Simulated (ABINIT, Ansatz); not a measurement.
# A GW chain in ABINIT: CdTe (F-43m)

Wanted: ground state, empty states, screening and self-energy for CdTe (F-43m).

Program: ABINIT 10.8.3. Level of theory: PBE and many-body steps on it, plane waves. Values are calculated unless marked as measured.

## (1) Starting point

The structure is cubic, space group F-43m (No. 216). The conventional cell has a = 6.480 Å, b = 6.480 Å, c = 6.480 Å, α = 90.00°, β = 90.00°, γ = 90.00°. Cd has 4 Te at 2.81 Å nearest. Te has 4 Cd at 2.81 Å nearest. Farther neighbours, and contacts between anions beyond the nearest, are not listed.

The cell and positions come from the Crystallography Open Database and are kept as given unless a step says otherwise.

## (2) Ground state

This step: ABINIT 10.8.3; DFT, PBE, plane waves, norm-conserving pseudopotentials.

The ground-state density comes first.

File run.abi:

```
acell 3*1.0 Angstrom
rprim 
  0.000000000000 3.240000000000 3.240000000000
  3.240000000000 0.000000000000 3.240000000000
  3.240000000000 3.240000000000 0.000000000000
ntypat 2
znucl 48 52
natom 2
typat 1 2
xred 
  0.000000000000 0.000000000000 0.000000000000
  0.250000000000 0.250000000000 0.250000000000
pp_dirpath "pseudos"
pseudos "Cd.upf, Te.upf"
ecut 47
ngkpt 6 6 6
nshiftk 1
shiftk 0 0 0
kptopt 1
chksymbreak 0
nband 23
occopt 1
tolvrs 1e-10
nstep 60
prtwf 0
optforces 0
optstress 0
indata_prefix "in"
outdata_prefix "out"
tmpdata_prefix "tmp"
```

Started as:

```
> OMP_NUM_THREADS=1 mpirun -n 8 abinit run.abi > log
```

The log of the run:

```text
.Version 10.8.3 of ABINIT. v10.8.2 released Aug 2026.

 Symmetries : space group F-4 3 m (#216); Bravais cF (face-center cubic)
================================================================================
 Values of the parameters that define the memory need of the present run
     intxc =       0    ionmov =       0      iscf =       7    lmnmax =       6
     lnmax =       6     mgfft =      54  mpssoang =       3    mqgrid =    3001
     natom =       2  nloc_mem =       1    nspden =       1   nspinor =       1
    nsppol =       1      nsym =      24    n1xccc =    2501    ntypat =       2
    occopt =       1   xclevel =       2
-    mband =          23        mffmem =           1         mkmem =           2
       mpw =        7099          nfft =      157464          nkpt =          16
================================================================================
  Rough estimation (10% accuracy) of disk space for files :
================================================================================

--------------------------------------------------------------------------------
------------- Echo of variables that govern the present computation ------------
--------------------------------------------------------------------------------
 -outvars: echo values of preprocessed input variables --------
            acell      1.8897261259E+00  1.8897261259E+00  1.8897261259E+00 Bohr

      chksymbreak           0
             ecut      4.70000000E+01 Hartree
-          fftalg         312

              ixc     -101130
              kpt      0.00000000E+00  0.00000000E+00  0.00000000E+00
                       1.66666667E-01  0.00000000E+00  0.00000000E+00
                       3.33333333E-01  0.00000000E+00  0.00000000E+00
                       5.00000000E-01  0.00000000E+00  0.00000000E+00
                       1.66666667E-01  1.66666667E-01  0.00000000E+00
                       3.33333333E-01  1.66666667E-01  0.00000000E+00
                       5.00000000E-01  1.66666667E-01  0.00000000E+00
                      -3.33333333E-01  1.66666667E-01  0.00000000E+00
                      -1.66666667E-01  1.66666667E-01  0.00000000E+00
   [... 5 further rows ...]
                      -3.33333333E-01  3.33333333E-01  1.66666667E-01
                      -3.33333333E-01  5.00000000E-01  1.66666667E-01
         kptrlatt        6    0    0      0    6    0      0    0    6
          kptrlen      5.19529396E+01
P           mkmem           2
            natom           2
            nband          23
            ngfft          54      54      54
             nkpt          16
            nstep          60
             nsym          24
           ntypat           2
              occ      2.000000  2.000000  2.000000  2.000000  2.000000  2.000000
                       2.000000  2.000000  2.000000  2.000000  2.000000  2.000000
                       2.000000  2.000000  2.000000  2.000000  2.000000  2.000000
                       0.000000  0.000000  0.000000  0.000000  0.000000
        optforces           0
        optstress           0
            prtwf           0
            rprim      0.0000000000E+00  3.2400000000E+00  3.2400000000E+00
[...]
spgroup         216

           tolvrs      1.00000000E-10

             xred      0.0000000000E+00  0.0000000000E+00  0.0000000000E+00
[...]
znucl       48.00000   52.00000

================================================================================

 chkinp: Checking input parameters for consistency.

================================================================================
== DATASET  1 ==================================================================
-   mpi_nproc: 8, omp_nthreads: 1 (-1 if OMP is not activated)

--- !DatasetInfo
iteration_state: {dtset: 1, }
dimensions: {natom: 2, nkpt: 16, mband: 23, nsppol: 1, nspinor: 1, nspden: 1, mpw: 7099, }
cutoff_energies: {ecut:  47.0, pawecutdg:  -1.0, }
electrons: {nelect:   3.60000000E+01, charge:   0.00000000E+00, occopt:   1.00000000E+00, tsmear:   1.00000000E-02, }

 Real(R)+Recip(G) space primitive vectors, cartesian coordinates (Bohr,Bohr^-1):
 R(1)=  0.0000000  6.1227126  6.1227126  G(1)= -0.0816631  0.0816631  0.0816631
 R(2)=  6.1227126  0.0000000  6.1227126  G(2)=  0.0816631 -0.0816631  0.0816631
 R(3)=  6.1227126  6.1227126  0.0000000  G(3)=  0.0816631  0.0816631 -0.0816631
 Unit cell volume ucvol=  4.5905173E+02 bohr^3
 Angles (23,13,12)=  6.00000000E+01  6.00000000E+01  6.00000000E+01 degrees

 getcut: wavevector=  0.0000  0.0000  0.0000  ngfft=  54  54  54
         ecut(hartree)=     47.000   => boxcut(ratio)=   2.02148

--- Pseudopotential description ------------------------------------------------
- Cd Generated using ONCVPSP code by D. R. Hamann
- 48.00000  20.00000  171031                  znucl, zion, pspdat
12 -101130 2 -1 1368                          pspcod,pspxc,lmax,lloc,mmax
     nproj     2     2     2
  pspatm : epsatm=   23.16453630
         --- l  ekb(1:nproj) -->
[...]
pspatm: atomic psp has been read  and splines computed

- Te Generated using ONCVPSP code by D. R. Hamann
- 52.00000  16.00000  171031                  znucl, zion, pspdat
12 -101130 2 -1 1294                          pspcod,pspxc,lmax,lloc,mmax
     nproj     2     2     2
  pspatm : epsatm=   36.72599971
         --- l  ekb(1:nproj) -->
[...]
2   -5.988876   -1.858037
 pspatm: atomic psp has been read  and splines computed

   2.15605930E+03                                ecore*ucvol(ha*bohr**3)
--------------------------------------------------------------------------------

_setup2: Arith. and geom. avg. npw (full set) are    7068.301    7068.284

================================================================================

--- !BeginCycle
iteration_state: {dtset: 1, }
solver: {iscf: 7, nstep: 60, nline: 4, wfoptalg: 0, }
tolerances: {tolvrs: 1.00E-10, }

     iter   Etot(hartree)      deltaE(h)  residm     vres2
 ETOT  1  -277.07125956679    -2.771E+02 2.810E+00 6.340E+03
 ETOT  2  -279.08842304150    -2.017E+00 1.204E-01 9.920E+03
 ETOT  3  -280.08073814997    -9.923E-01 2.705E-02 1.441E+03
 ETOT  4  -280.17626466898    -9.553E-02 9.050E-03 4.826E+02
 ETOT  5  -280.21951672889    -4.325E-02 1.069E-02 5.395E+01
 ETOT  6  -280.22423993264    -4.723E-03 2.961E-03 5.736E+00
 ETOT  7  -280.22483002742    -5.901E-04 3.995E-03 3.495E-02
 ETOT  8  -280.22483061058    -5.832E-07 8.904E-04 2.964E-02
 ETOT  9  -280.22483386826    -3.258E-06 9.952E-04 1.402E-04
 ETOT 10  -280.22483388297    -1.471E-08 2.168E-04 1.339E-06
 ETOT 11  -280.22483388307    -1.003E-10 2.348E-04 1.033E-07
 ETOT 12  -280.22483388310    -2.217E-11 5.127E-05 1.102E-08
 ETOT 13  -280.22483388307     2.291E-11 5.509E-05 1.131E-09
 ETOT 14  -280.22483388308    -9.265E-12 1.209E-05 1.774E-11

 At SCF step   14       vres2   =  1.77E-11 < tolvrs=  1.00E-10 =>converged.

--- !ResultsGS
iteration_state: {dtset: 1, }
comment   : Summary of ground state results
lattice_vectors:
- [  0.0000000,   6.1227126,   6.1227126, ]
- [  6.1227126,   0.0000000,   6.1227126, ]
- [  6.1227126,   6.1227126,   0.0000000, ]
lattice_lengths: [   8.65882,    8.65882,    8.65882, ]
lattice_angles: [ 60.000,  60.000,  60.000, ] # degrees, (23, 13, 12)
lattice_volume:   4.5905173E+02
convergence: {deltae: -9.265E-12, res2:  1.774E-11, residm:  1.209E-05, diffor:  0.000E+00, }
etotal    :  -2.80224834E+02
entropy   :   0.00000000E+00
fermie    :   1.50709394E-01
cartesian_stress_tensor: null
pressure_GPa: null
xred      :
- [  0.0000E+00,   0.0000E+00,   0.0000E+00, Cd]
- [  2.5000E-01,   2.5000E-01,   2.5000E-01, Te]
cartesian_forces: null
force_length_stats: {min: null, max: null, mean: null, }

 Integrated electronic density in atomic spheres:
 ------------------------------------------------
 Atom  Sphere_radius  Integrated_density
    1        2.00000         17.16343495
    2        2.00000         11.95970418
================================================================================

 ----iterations are completed or convergence reached----

 Mean square residual over all n,k,spin=   37.945E-09; max=  12.092E-06
 reduced coordinates (array xred) for    2 atoms
       0.000000      0.000000      0.000000
       0.250000      0.250000      0.250000
 rms dE/dt=  0.0000E+00; max dE/dt=  0.0000E+00; dE/dt below (all hartree)
    1       0.000000      0.000000      0.000000
    2       0.000000      0.000000      0.000000

 cartesian coordinates (angstrom) at end:
    1      0.000000     0.000000     0.000000
    2      1.620000     1.620000     1.620000
 length scales=  1.889726  1.889726  1.889726 bohr
              =  1.000000  1.000000  1.000000 angstroms
 prteigrs : about to open file out_EIG
 Fermi (or HOMO) energy (hartree) =   0.15071   Average Vxc (hartree)=  -0.33068
 Eigenvalues (hartree) for nkpt=  16  k points:
 kpt#   1, nband= 23, wtk=  0.00463, kpt=  0.0000  0.0000  0.0000 (reduced coord)
  -3.60398   -2.17278   -2.17278   -2.17278   -1.17483   -1.17483   -1.17483   -1.17456
  -1.17456   -0.26004   -0.15349   -0.15349   -0.15349   -0.14392   -0.14392    0.15071
   0.15071    0.15071    0.17906    0.32071    0.32071    0.32071    0.42752
 prteigrs : prtvol=0 or 1, do not print more k-points.

--- !EnergyTerms
iteration_state     : {dtset: 1, }
comment             : Components of total free energy in Hartree
kinetic             :  1.184023E+02
hartree             :  9.494431E+01
xc                  : -4.887143E+01
Ewald energy        : -1.437642E+02
psp_core            :  4.696768E+00
local_psp           : -2.804486E+02
non_local_psp       : -2.518397E+01
total_energy        : -2.802248E+02
total_energy_eV     : -7.625306E+03
band_energy         : -3.350503E+01

== END DATASET(S) ==============================================================
================================================================================

 -outvars: echo values of variables after computation  --------
           etotal     -2.8022483388E+02
            nband          23
             nkpt          16
          spgroup         216
 [... the other variables as echoed above ...]

 Calculation completed.
```

Elapsed: 45 s, on 8 MPI ranks of Intel Xeon Platinum 8375C at 2.90GHz (Ice Lake), shared host; peak memory 0.94 GiB; 5.6 min of CPU time.

Numbers from this step:

* total energy: -7625.3062 eV
* gap: 0.7714 eV
* k of the valence top: 0, 0, 0
* k of the conduction bottom: 0, 0, 0
* least direct gap: 0.7714 eV

The gap is direct, at Γ.

(Continued in part 2 of 3.)

[Long decimals in the printed logs are rounded to 6 places.]

[Logs are printed without paths, hosts, clocks, repeated set-up lines and the standing remarks that a program may print on its own settings, such as how far it seeks lower states.]

[Paths, hosts, dates, memory and timing lines, banners, echoed tables and standing remarks are left out of the program output; an Ansatz launch command may be rebuilt from the run's recorded settings. Measured values are a selection of at most five: reports struck by readers or far from the other reports are left out. None is set beside runs whose start may be inverted or whose files or cutoffs have a known fault.]

[Runs of the session that timed out or met a known fault of the program may be left out.]

[Hosts, paths, dates, database ids (printed as entryN), source tags and the programs' standing remarks are cut or masked in the printed files.]

[G0W0 gaps are taken among the corrected bands and points alone; a level outside them can change the order at an edge.]

[Where Ansatz stands beside ABINIT at settings called matched, ABINIT's density can come from a denser mesh and the files from another edition; pairs whose starting gaps differed by over 0.03 eV were left out, so agreement reads better than it is.]
